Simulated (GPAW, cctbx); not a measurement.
# Ba3Zn: what bonding does to one electron reflection, worked out

Ba3Zn, I4/mmm (no. 139), a = 5.5375 Å, b = 5.5375 Å, c = 12.1886 Å, α = 90.00°, β = 90.00°, γ = 90.00°.

| atom | mult. | x | y | z |
| --- | --- | --- | --- | --- |
| Ba1 | 4 | 0 | 1/2 | 1/4 |
| Ba2 | 2 | 1/2 | 1/2 | 0 |
| Zn1 | 2 | 0 | 0 | 0 |

The cell comes from substitution in a known structure type and wasn't matched to any measured phase.

A DFT run (GPAW, PBE, 450 eV, 5×5×5 k-points, Fermi–Dirac width 0.1 eV) gives the static X-ray structure factor of 002 as 48.082 e for the conventional cell; superposed free atoms give 47.712 e. **Problem.** Find the Fourier component V of the crystal potential and the two-beam extinction distance at 300 kV in both cases.

## Step 1: Geometry

The cell volume is Ω = 373.75 Å³ and d(002) = 6.0943 Å, so g = 1/d = 0.1641 Å⁻¹.

## Step 2: The nuclei

Electrons feel nuclei as well as electrons, so the nuclear charges are summed with the same phases.

Phase sums Σ exp(2πi h·x), turned so that the total is real and positive: Ba +2.000, Zn -2.000. Then F_Z = 56 × (+2.000) + 30 × (-2.000) = 52.00 e. The electron term has the same sign for this reflection.

## Step 3: Mott–Bethe

Poisson's equation, term by term, gives V = (e/4πε₀)(F_Z − F)/(πΩg²), with e/4πε₀ = 14.3996 V Å.

The prefactor is 14.3996 × 6.0943²/(π × 373.75) = 0.45547 V per electron. Free atoms: (52.00 − 47.712) × 0.45547 = 1.953 V. Crystal: (52.00 − 48.082) × 0.45547 = 1.785 V. F changes by +0.78 % and V by -8.6 %: the same 0.37 e is measured against F_Z − F = 4.3 e in place of F = 47.7 e.

## Step 4: Extinction distance

In the two-beam case ξ = 1/(λU) with U = 2γm₀eV/h², that is ξ = 150.41 V Å²/(γλV).

At 300 kV, λ = 0.01969 Å and γ = 1.5871. Free atoms: ξ = 2465 Å. Crystal: ξ = 2698 Å. The thickness fringes go as sin²(πt/ξ), so the two patterns slip by a quarter of a period when t|1/ξ₁ − 1/ξ₀| = 1/4, at t ≈ 714 nm. Thermal motion, absorption and many-beam coupling, left out here, change a real pattern.

## Step 5: Answer

V(002) is 1.78 V against 1.95 V, and ξ is 2698 against 2465 Å. Limits: static atoms, two beams.
